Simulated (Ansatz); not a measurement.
# LiBe in Pmma, a phase reached by a soft mode: a soft mode frozen in

Aim: this structure of LiBe in Pmma, a phase reached by a soft mode is to be tested for unstable modes, and one is followed downhill.

Program: Ansatz 0.2.0. Level of theory: DFT PBEsol, scalar-relativistic, plane waves, PAW; PAW set soft_1. Results are calculated unless marked as measured.

This is a report of a sequence of runs, with most program output left out.

**1. The starting structure**

It takes space group Pmma (No. 51, orthorhombic). Conventional cell: a = 4.003 Å, b = 2.300 Å, c = 4.805 Å, α = 90.00°, β = 90.00°, γ = 90.00°. Li has 4 Li at 2.30 to 2.43 Å and 2 Be at 2.53 Å nearest. Be has 4 Be at 2.27 to 2.30 Å and 2 Li at 2.53 Å nearest. Farther neighbours are not listed.

**2. Linear response at the zone centre**

This phase was reached earlier by freezing in an unstable mode of a structure of higher symmetry and relaxing. Its zone-centre modes can show that it is still unstable.

File input.yaml:

```yaml
crystal:
  lattice:
    - [4.0029917923, 0.0, 0.0]
    - [0.0, 2.3002298331, 0.0]
    - [0.0, 0.0, 4.8048219967]
  atoms:
    - { symbol: Li, position: [0.25, 0.0, 0.1436367237] }
    - { symbol: Li, position: [0.75, 0.0, 0.8563632763] }
    - { symbol: Be, position: [0.25, 0.5, 0.611800186] }
    - { symbol: Be, position: [0.75, 0.5, 0.388199814] }
kpoints:
  mp_grid: { grid: [10, 18, 10] }
hamiltonian:
  xc: pbesol
  pseudopotentials: { kind: paw, azcp: { folder: soft_1 }, xc_functional: pbe }
scf:
  occupations: { method: methfessel_paxton, width: 0.2 }
output:
  eigenvalues: true
phonons:
  method: dfpt
```

Run with:

```console
$ ansatz run input.yaml --threads 4 --pin off --max-ram 10240MiB --backend cpu --events-out ev --progress --plain --runs-dir out
```

It took 20 s on 4 threads of Arm Neoverse V1, shared host; peak memory 0.81 GiB; 76 s of CPU time.

This step gave:

* volume per atom: 11.06 Å³
* gap on the k-mesh: 0 eV
* sum-rule residual before enforcement: 4.21e-5 eV/Å²
* point group: mmm
* highest optical mode at the zone centre (no LO-TO term): 548.3 cm⁻¹
* lowest optical zone-centre mode: -310.4 cm⁻¹

Patterns of degenerate modes are one choice out of their space. Modes at Γ, with each element's share of the kinetic energy (negative means imaginary):

```csv
mode,frequency (cm⁻¹),symmetry,Li %,Be %
1,-310.4,B3g,1,99
2,0.0,acoustic,43,57
3,0.0,acoustic,44,56
4,0.0,acoustic,44,56
5,202.8,B3g,99,1
6,323.1,B2u,56,44
7,366.9,Ag,32,68
8,396.6,B3u,56,44
9,416.4,B2g,62,38
10,422.8,B1u,56,44
11,456.3,Ag,68,32
12,548.3,B2g,38,62
```

Displacements in mode 1 (-310.4 cm⁻¹), the largest set to 1:
```
Li1  0.00 -0.09  0.00
Li2  0.00  0.09  0.00
Be3  0.00  1.00  0.00
Be4  0.00 -1.00  0.00
```

Displacements in mode 11 (456.3 cm⁻¹), the largest set to 1:
```
Li1  0.00  0.00  1.00
Li2  0.00  0.00 -1.00
Be3  0.00  0.00 -0.60
Be4  0.00  0.00  0.60
```

Before it was imposed, the acoustic sum rule was missed by 4.2e-5 eV/Å². Small misses are needed for a sound result but don't prove that mesh and cutoff are converged. The lowest optical mode is imaginary, 310.4i cm⁻¹, so the energy falls along it.

**3. The mode frozen in, largest atomic shift 0 Å**

The mode followed lies at Γ with frequency 310.4i cm⁻¹, the softest among the wavevectors solved. At small amplitude the distorted cell has space group no. 11 by a symmetry search on the positions. The undistorted cell that holds it gives the zero of energy on the same k mesh.

input.yaml: that of step 2 with these lines changed.

```diff
@@ -18,4 +18,4 @@
 output:
+  forces: true
+  stress: true
   eigenvalues: true
-phonons:
-  method: dfpt
```

The job ended after 2.4 s (4 threads; peak memory 0.42 GiB; 8.7 s of CPU time).

This step gave:

| Item | Value |
| --- | --- |
| pressure | 0.001724 GPa |
| energy from the undistorted cell | 0 meV/atom |

The run ends at a pressure of 0.00 GPa, with forces up to 3.1e-4 eV/Å.

**4. The mode frozen in, largest atomic shift 0.45 Å**

The atoms are moved along the unstable eigenvector, the largest shift by 0.45 Å, with the cell fixed.

input.yaml, the sections that differ from step 3:

```yaml
crystal:
  lattice:
    - [4.0029917923, 0.0, 0.0]
    - [0.0, 2.3002298331, 0.0]
    - [0.0, 0.0, 4.8048219967]
  atoms:
    - { symbol: Li, position: [0.25, 0.0179731801, 0.1436367237] }
    - { symbol: Li, position: [0.75, -0.0179731801, 0.8563632763] }
    - { symbol: Be, position: [0.25, 0.3043673752, 0.611800186] }
    - { symbol: Be, position: [0.75, 0.6956326248, 0.388199814] }
# kpoints, hamiltonian, scf, output: as in step 3
```

The job ended after 3.7 s (4 threads; peak memory 0.49 GiB).

This step gave:

- pressure: -1.638 GPa
- energy from the undistorted cell: -48.13 meV/atom

The energy, extrapolated to zero smearing, is -48.13 meV/atom against the undistorted cell.

The run ends at a pressure of -1.64 GPa, with forces up to 0.45 eV/Å.

**5. Energy along the mode, all amplitudes (two of the runs are shown above)**

An imaginary frequency means negative curvature, so the energy should fall and then rise again as anharmonic terms take over.

This step gave:

```
depth at the lowest point sampled  : 48.13 meV/atom
largest atomic shift at that point : 0.45 Å
```

Energy from the parent against largest atomic shift:

```csv
largest atomic shift (Å),energy from the parent (meV/atom)
0.000,0
0.040,-1.28
0.080,-4.89
0.140,-13.5
0.220,-27.7
0.320,-43.1
0.450,-48.1
0.600,-22.9
```

Displacement at unit largest shift by atom:

```csv
atom,x (Å),y (Å),z (Å),size
Li1,0.00,0.09,0.00,0.09
Li2,0.00,-0.09,0.00,0.09
Be3,0.00,-1.00,0.00,1.00
Be4,0.00,1.00,0.00,1.00
```

The lowest of the steps tried is at 0.45 Å, 48.1 meV/atom below the parent; the bottom of the well need not coincide with a step.

**6. Relaxing from the distorted cell**

Starting from the lowest point found, all atoms and the cell are let go, so that strain and other modes of the same symmetry can join in.

input.yaml: that of step 4 with these lines changed.

```diff
@@ -21 +21,6 @@
   eigenvalues: true
+relax:
+  adjacent_minimum: "off"
+  f_tol: 0.002
+  max_steps: 120
+  cell: { stress_tol: 0.03 }
```

Elapsed: 2.1 min, on 4 threads; peak memory 0.56 GiB; 8.3 min of CPU time.

Relaxation path (22 of 31):

```csv
step,energy less that of the first step (eV),largest force component (eV/Å),pressure (GPa),volume (Å³)
1,0.0000,0.4414,-1.64,44.24
2,-0.1235,0.1484,-0.71,43.78
4,-0.1709,0.0345,0.61,43.43
5,-0.1779,0.0386,-0.32,44.20
7,-0.1872,0.0564,0.29,44.54
8,-0.1885,0.0072,0.30,44.40
10,-0.1895,0.0291,-0.02,44.77
11,-0.1896,0.0071,0.05,44.83
12,-0.1896,0.0082,-0.16,44.99
14,-0.1897,0.0005,0.01,44.81
15*,-0.1939,0.0004,0.10,44.81
17,-0.1954,0.0094,-0.01,45.15
18,-0.1954,0.0100,0.00,45.12
20,-0.1957,0.0391,0.03,44.95
21,-0.1950,0.0726,0.04,44.81
22,-0.1959,0.0243,0.01,44.86
24,-0.1963,0.0018,-0.03,44.96
25,-0.1967,0.0130,-0.12,45.20
27,-0.1972,0.0078,-0.04,45.30
28,-0.1972,0.0119,-0.02,45.26
30,-0.1972,0.0005,0.00,45.26
31*,-0.1975,0.0005,0.01,45.26
```

Relaxation steps marked * repeat the geometry before them on a plane-wave basis chosen anew for their cell, so energy and pressure can jump there. Other such steps can lie between the rows shown. Relaxation steps 12, 19, 21 were tried and not accepted.

Forces are held to the 4 operations that the run works with; a distortion that breaks them can't arise in this run.

```csv
cell as run,before,after,change
a (Å),4.003,3.595,-10.2 %
b (Å),2.300,2.286,-0.6 %
c (Å),4.805,6.063,+26.2 %
α (°),90.00,114.72,+27.5 %
volume (Å³/atom),11.06,11.32,+2.3 %
```

The atoms that moved most (Å, as changes of fractional coordinates times the final cell):

```csv
atom,dx,dy,dz,length
Li1,0.000,-0.279,0.140,0.312
Li2,0.000,0.279,-0.140,0.312
Be3,0.000,0.097,-0.231,0.251
Be4,0.000,-0.097,0.231,0.251
```

The relaxed structure:

```xyz
4
Lattice="3.5950 0.0000 0.0000 0.0000 2.2196 -0.5473 0.0000 -1.1432 5.9541" Properties=species:S:1:pos:R:3 pbc="T T T"
Li    0.8988   -0.4035    0.9851
Li    2.6963   -0.7397    4.9690
Be    0.8988    0.0729    3.2449
Be    2.6963    1.0036    2.1619
```

This step gave:

| Property | Result |
| --- | --- |
| pressure | 0.01099 GPa |
| volume per atom | 11.32 Å³ |

The distorted start has space group P2_1/m; the relaxation ends in P2_1/m.

**7. The new phase in its own primitive cell**

The relaxed structure is symmetrised, reduced to its primitive cell and relaxed tightly, as its phonons need.

input.yaml, the sections that differ from step 6:

```yaml
crystal:
  lattice:
    - [2.2861251652, 0.0, 0.0]
    - [0.0, 3.5950104532, 0.0]
    - [-0.2492129694, 0.0, 5.5073019297]
  atoms:
    - { symbol: Li, position: [0.742499375, 0.25, 0.1561363411] }
    - { symbol: Li, position: [0.257500625, 0.75, 0.8438636589] }
    - { symbol: Be, position: [0.7538547643, 0.25, 0.5752338501] }
    - { symbol: Be, position: [0.2461452357, 0.75, 0.4247661499] }
kpoints:
  mp_grid: { grid: [18, 12, 8] }
relax:
  adjacent_minimum: "off"
  f_tol: 0.001
  max_steps: 60
  cell: { stress_tol: 0.01 }
# hamiltonian, scf, output: as in step 6
```

Run time: 58 s. Hardware: 4 threads; peak memory 0.54 GiB; 3.7 min of CPU time.

Relaxation path:

```csv
step,energy less that of the first step (eV),largest force component (eV/Å),pressure (GPa),volume (Å³)
1,0.0000,0.0046,0.02,45.26
2,-0.0001,0.0051,-0.03,45.31
3,-0.0001,0.0042,-0.02,45.27
4,-0.0001,0.0131,-0.03,45.20
5,-0.0002,0.0024,-0.01,45.24
6,-0.0001,0.0230,-0.02,45.13
7,-0.0002,0.0010,0.00,45.18
8,-0.0002,0.0095,0.00,45.15
9,-0.0002,0.0038,-0.01,45.17
10,-0.0002,0.0054,0.01,45.12
11,-0.0002,0.0100,0.01,45.11
12,-0.0003,0.0006,0.01,45.12
13,-0.0003,0.0002,0.00,45.15
14,-0.0003,0.0005,-0.02,45.17
15,-0.0003,0.0001,0.00,45.15
16*,-0.0003,0.0001,0.00,45.15
```

Relaxation steps marked * repeat the geometry before them on a plane-wave basis chosen anew for their cell, so energy and pressure can jump there. Relaxation steps 4, 6, 8, 11, 14 were tried and not accepted.

Forces are held to the 4 operations that the run works with; a distortion that breaks them can't arise in this run.

```csv
cell as run,before,after,change
a (Å),2.286,2.282,-0.2 %
b (Å),3.595,3.610,+0.4 %
c (Å),5.513,5.482,-0.6 %
β (°),92.59,91.36,-1.3 %
volume (Å³/atom),11.32,11.29,-0.2 %
```

The atoms that moved most (Å, as changes of fractional coordinates times the final cell):

```csv
atom,dx,dy,dz,length
Li1,0.011,0.000,-0.005,0.012
Li2,-0.011,0.000,0.005,0.012
Be3,-0.005,0.000,0.004,0.006
Be4,0.005,0.000,-0.004,0.006
```

Numbers from this step:

```
pressure        : -6.91e-4 GPa
volume per atom : 11.29 Å³
```

The largest force component left is 0.063 meV/Å and the pressure is -0.001 GPa, within the tolerances set. The cell now holds 11.29 Å³/atom.

**8. Modes of the new phase**

A relaxed structure may still be a saddle point, so its zone-centre modes are computed. No field response is asked, since the mesh shows no gap.

input.yaml, the sections that differ from step 7:

```yaml
crystal:
  lattice:
    - [2.282151667, 0.0, 0.0246676787]
    - [0.0, 3.6100588346, 0.0]
    - [-0.189355091, 0.0, 5.4785227825]
  atoms:
    - { symbol: Li, position: [0.747068124, 0.25, 0.1552776426] }
    - { symbol: Li, position: [0.252931876, 0.75, 0.8447223574] }
    - { symbol: Be, position: [0.7518419424, 0.25, 0.5759658109] }
    - { symbol: Be, position: [0.2481580576, 0.75, 0.4240341891] }
output:
  eigenvalues: true
phonons:
  method: dfpt
# kpoints, hamiltonian, scf: as in step 7
# relax: removed
```

The job ended after 26 s (4 threads; peak memory 1 GiB).

Numbers from this step:

| Item | Value |
| --- | --- |
| sum-rule residual before enforcement | 4.31e-5 eV/Å² |
| point group | 2/m |
| highest optical mode at the zone centre (no LO-TO term) | 553.3 cm⁻¹ |
| lowest optical zone-centre mode | 98.4 cm⁻¹ |

Patterns of degenerate modes are one choice out of their space. The modes at Γ (shares of kinetic energy by element, %):

```csv
mode,frequency (cm⁻¹),symmetry,Li %,Be %
1,0.0,acoustic,44,56
2,0.0,acoustic,43,57
3,0.0,acoustic,44,56
4,98.4,Ag,96,4
5,103.8,Bu,56,44
6,362.2,Au,56,44
7,409.2,Bg,82,18
8,425.2,Ag,13,87
9,426.0,Bu,56,44
10,463.5,Ag,33,67
11,469.1,Ag,59,41
12,553.3,Bg,18,82
```

Displacements in mode 4 (98.4 cm⁻¹), the largest set to 1:
```
Li1 -1.00  0.00 -0.01
Li2  1.00  0.00  0.01
Be3  0.18  0.00  0.01
Be4 -0.18  0.00 -0.01
```

Displacements in mode 11 (469.1 cm⁻¹), the largest set to 1:
```
Li1 -0.15  0.00 -1.00
Li2  0.15  0.00  1.00
Be3 -0.70  0.00  0.25
Be4  0.70  0.00 -0.25
```

Before it was imposed, the acoustic sum rule was missed by 4.3e-5 eV/Å². Small misses are needed for a sound result but don't prove that mesh and cutoff are converged. The lowest optical mode is real, 98.4 cm⁻¹.

**9. The phases reached**

The phases reached along the modes that were followed are set side by side.

Energies are those of the first relaxation, on the mesh of the frozen mode; space group, volume and gap are those of the last relaxation. Phases, by row:

```csv
mode frozen in,space group,energy from parent (meV/atom),volume (Å³/atom),gap on mesh (eV),lowest zone-centre optical mode (cm⁻¹),largest shift (Å)
parent,Pmma,0,11.06,0,–,–
"q = (0, 0, 0), 310i cm⁻¹",P2_1/m,-97.58,11.29,0,98.4,0.36
```

**10. Summary of results**

| Item | Value |
| --- | --- |
| unstable mode of the parent | q = (0, 0, 0), 310i cm⁻¹ |
| depth at the lowest point sampled | 48.1 meV/atom |
| largest atomic shift at that point | 0.45 Å |
| space group reached (within 0.01 Å) | P2_1/m |
| energy gained over the parent (first relaxation, on the mesh of the frozen mode) | 97.6 meV/atom |
| volume per atom, phase reached | 11.3 Å³ |
| lowest optical zone-centre mode, phase reached | 98.4 cm⁻¹ |
| highest optical mode at the zone centre (no LO-TO term), phase reached | 553 cm⁻¹ |

What this shows: Along this mode the structure falls into P2_1/m, 97.6 meV/atom below the parent. At the parent's cell the well is 48.13 meV/atom deep on the steps tried, with its lowest point at a shift of 0.45 Å. Relaxing atoms and cell changes the gain by +49.46 meV/atom against the lowest step (energies at zero smearing). The new phase has no imaginary mode at the zone centre of its cell; other wavevectors were not checked. Each path keeps the symmetry of its pattern, so a lower phase may lie along a pattern not tried. With no gap, or one that is small against the smearing, the frequencies hang on the k mesh and the smearing, most of all near Kohn anomalies. The PAW files were made for PBE and serve the other functionals too.

[Logs are printed without paths, hosts, clocks, repeated set-up lines and the standing remarks that a program may print on its own settings, such as how far it seeks lower states.]

[Hosts, paths, dates, database ids (printed as entryN), source tags and the programs' standing remarks are cut or masked in the printed files.]
